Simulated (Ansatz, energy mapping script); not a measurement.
# GdN in the rock-salt structure: J from the energies of magnetic orders, part 2 of 2

Wanted: the magnetic order of GdN in the rock-salt structure, its couplings and an estimate of its ordering temperature, by PBE+U with a computed U.

PBE with U on Gd f by linear response, ortho-atomic projectors; plane waves, U on orthogonalised atomic orbitals unless named otherwise, collinear spin, no spin–orbit coupling.

So far. Step 11 (Uncompensated ++− start in cell D (6 atoms)): The run ends ferrimagnetic, 8.09 meV a magnetic atom above the parallel order of its cell. Step 12 (Order 9: parallel, cell E of 6 atoms): The run ends ferromagnetic. For each magnetic atom its energy differs from the parallel run of the first cell by 0.10 meV, an error that one common reference would have brought in.

## 13. Run 10 (uncompensated ++−; cell E, 6 atoms)

This order reverses 4 of the 12 neighbours at 3.54 Å, 4 of the 6 neighbours at 5.00 Å and 12 of the 24 neighbours at 6.13 Å, counted for an average magnetic atom.

Contents of input.yaml:

```yaml
crystal:
  lattice:
    - [0.0, 2.502081428, 2.502081428]
    - [-2.502081428, 0.0, -2.502081428]
    - [-5.004162856, -5.004162856, 5.004162856]
  atoms:
    - { symbol: Gd, position: [0.0, 0.0, 0.0], spin: 7.0 }
    - { symbol: Gd, position: [0.333333333, 0.666666667, 0.666666667], spin: 7.0 }
    - { symbol: Gd, position: [0.666666667, 0.333333333, 0.333333333], spin: -7.0 }
    - { symbol: "N", position: [0.666666667, 0.333333333, 0.833333333] }
    - { symbol: "N", position: [0.0, 0.0, 0.5] }
    - { symbol: "N", position: [0.333333333, 0.666666667, 0.166666667] }
magnetization:
  spin_polarized: true
kpoints:
  mp_grid: { grid: [12, 12, 4] }
hamiltonian:
  xc: pbe
  hubbard:
    sites:
      - { species: Gd, l: f, u_eff: 4.32 }
      - { site: 0, l: f, u_eff: 4.32, starting_ns: [{ spin: up, occupation_matrix: gd1_major }, { spin: down, occupation_matrix: gd1_minor }] }
      - { site: 1, l: f, u_eff: 4.32, starting_ns: [{ spin: up, occupation_matrix: gd1_major }, { spin: down, occupation_matrix: gd1_minor }] }
      - { site: 2, l: f, u_eff: 4.32, starting_ns: [{ spin: up, occupation_matrix: gd1_minor }, { spin: down, occupation_matrix: gd1_major }] }
    projectors: ortho-atomic
    occupation_matrices:
      gd1_major:
        matrix:
          - [0.998, 0.0, 0.0, 0.0, 0.0, 0.0, 0.0]
          - [0.0, 0.998, 0.0, 0.0, 0.0, 0.0, 0.0]
          - [0.0, 0.0, 0.998, 0.0, 0.0, 0.0, 0.0]
          - [0.0, 0.0, 0.0, 0.999, 0.0, 0.0, 0.0]
          - [0.0, 0.0, 0.0, 0.0, 0.999, 0.0, 0.0]
          - [0.0, 0.0, 0.0, 0.0, 0.0, 0.998, 0.0]
          - [0.0, 0.0, 0.0, 0.0, 0.0, 0.0, 0.998]
      gd1_minor:
        matrix:
          - [0.015, 0.0, 0.0, 0.0, 0.0, 0.0, 0.0]
          - [0.0, 0.009, 0.0, 0.0, 0.0, -0.005, 0.0]
          - [0.0, 0.0, 0.009, 0.0, 0.0, 0.0, 0.005]
          - [0.0, 0.0, 0.0, 0.005, 0.0, 0.0, 0.0]
          - [0.0, 0.0, 0.0, 0.0, 0.001, 0.0, 0.0]
          - [0.0, -0.005, 0.0, 0.0, 0.0, 0.011, 0.0]
          - [0.0, 0.0, 0.005, 0.0, 0.0, 0.0, 0.011]
scf:
  occupations: { method: fermi_dirac, width: 0.05 }
output:
  eigenvalues: true
```

On the command line:

```console
ansatz run input.yaml --threads 4 --pin off --max-ram 8192MiB --backend cpu --events-out ev --progress --plain --runs-dir out
```

Run time: 32 s. Hardware: 4 threads of Arm Neoverse V2, shared host; peak memory 1.6 GiB; 2 min of CPU time.

The run ends ferrimagnetic, 7.49 meV a magnetic atom above the parallel order of its cell.

## 14. From energies to couplings

Each energy difference is a sum of couplings weighted by the pairs that the order reverses. A few near shells are fitted to the differences by least squares. Energies are those extrapolated to zero occupation width, not the free energies F.

Energies from the parallel order of the same cell:

```csv
order,atoms,energy (meV a magnetic atom),moments (μB),moments kept as typed,"opposed neighbours at 3.54, 5.00, 6.13 Å"
parallel in cell A,4,0.00,6.93,yes,"0, 0, 0"
compensated +− in cell A,4,10.43,6.91,yes,"6, 6, 12"
parallel in cell B,4,0.00,6.93,yes,"0, 0, 0"
compensated +− in cell B,4,11.69,6.91,yes,"8, 0, 16"
parallel in cell C,6,0.00,6.93,yes,"0, 0, 0"
uncompensated ++− in cell C,6,10.17,6.91 to 6.92,yes,"6.67, 2.67, 8"
parallel in cell D,6,0.00,6.93,yes,"0, 0, 0"
uncompensated ++− in cell D,6,8.09,6.91 to 6.92,yes,"5.33, 1.33, 16"
parallel in cell E,6,0.00,6.93,yes,"0, 0, 0"
uncompensated ++− in cell E,6,7.49,6.91 to 6.92,yes,"4, 4, 12"
```

Fitted to E = −Σ J e·e over ordered pairs of unit vectors (J > 0 favours parallel moments):

| pair | distance (Å) | neighbours | J (meV) |
| --- | --- | --- | --- |
| Gd–Gd | 3.54 | 12 | 0.678 |
| Gd–Gd | 5.00 | 6 | 0.158 |
| Gd–Gd | 6.13 | 24 | 0.0225 |
| Gd–Gd | 7.08 | 12 | -0.00579 |

These orders cannot tell some unfitted shells from fitted ones: the value at 3.54 Å holds J(3.54) + 4 J(9.36); other unfitted shells add to the values wholly or in part.

Adding the shell at 7.91 Å gives 0.65, 0.14, 0.017, 6.1e-4 and 0.024 meV and a mean-field temperature of 74.3 K, an exact solve that tests nothing.

In mean field these couplings order at 74.0 K, at q = 0 (the pattern repeats with the chemical cell).

## 15. Ordering temperature by Monte Carlo

Mean field ignores fluctuations and overstates the ordering temperature, so the model is also sampled. The heat capacity peaks where order sets in.

Classical unit spins with these couplings on 8×8×8 copies of a cell that holds the lowest order (512 spins), heat-bath sweeps, cooled from random directions, 831 sweeps to settle and 2493 measured at each temperature, averaged over 4 runs.

```csv
T (K),order along the lowest pattern,net moment,heat capacity (k_B a spin)
8.88,0.95,0.95,1.06
15.2,0.91,0.91,1.12
24.6,0.85,0.85,1.14
30.9,0.81,0.81,1.33
37.2,0.75,0.75,1.41
46.7,0.65,0.65,1.64
53.0,0.55,0.55,1.96
59.3,0.40,0.40,2.24
65.6,0.22,0.22,1.16
75.1,0.12,0.12,0.35
81.4,0.10,0.10,0.26
```

The smoothed heat capacity peaks at 58 K.

## 16. Against another level

The first set of orders, under PBE+U (6 eV), took 24 min of CPU time summed over its finished orders (seed run apart), these 24 min, beside 15 min for the response run.

```
                           quantity  this set  first set
                   J at 3.54 Å, meV     0.678      0.670
                   J at 5.00 Å, meV     0.158     0.0897
                   J at 6.13 Å, meV    0.0225     0.0256
                   J at 7.08 Å, meV  -0.00579   -0.00952
ordering temperature, mean field, K      74.0       70.3
 heat-capacity peak, Monte Carlo, K        58         55
```

The coupling that led in the first set goes from 0.670 to 0.678 meV.

## 17. Results

| Quantity | Value |
| --- | --- |
| lowest order tried | parallel |
| largest fitted value (a combination of shells), Gd–Gd at 3.54 Å | 0.678 meV |
| ordering temperature, mean field | 74.0 K |
| heat-capacity peak, Monte Carlo | 58 K |

In words: Of the orders tried, GdN in the rock-salt structure prefers parallel moments under PBE+U (4.32 eV, computed), and the heat capacity of the fitted model peaks near 58 K (Monte Carlo, classical spins). The coupling at 3.54 Å is 1.0 times that of the first set, at 1.6 times the CPU time. The largest fitted value is 0.68 meV, at 3.54 Å. It is a combination of shells that these orders cannot split, so neither its size nor its sign can be laid on that pair alone. The orders also reverse pairs at 7.91 Å, which are not fitted, so the fitted values hold their part too. With 5 differences for 4 couplings the fit misses by 0.30 meV at most, a small part of the spread. In the fitted orders moments change by up to 0.29 % against the parallel run of the same cell, so their size stays put. Monte Carlo puts the peak at 0.78 of the mean-field temperature, since mean field leaves out fluctuations. In tests on simple cubic and body-centred models such peaks lay 5 to 6 % under the bulk value. The parallel order holds 7 μB a magnetic atom, spin 3.5; the common factor (S+1)/S would raise the classical 58 K to 74.6 K, a correction that often overshoots. The cell was built from a prototype and relaxed; a distortion that needs a larger cell, or another structure that the compound may prefer, is not captured.

[Logs and program files are shortened in this print: banners, set-up blocks, solver, clock and traceback lines can be left out without a mark of their own.]

[Logs are printed without paths, hosts, clocks, repeated set-up lines and the standing remarks that a program may print on its own settings, such as how far it seeks lower states.]

[Hosts, paths, dates, database ids (printed as entryN), source tags and the programs' standing remarks are cut or masked in the printed files.]

[Where a cell is said to come from a database of computed structures, the database is the Materials Project.]
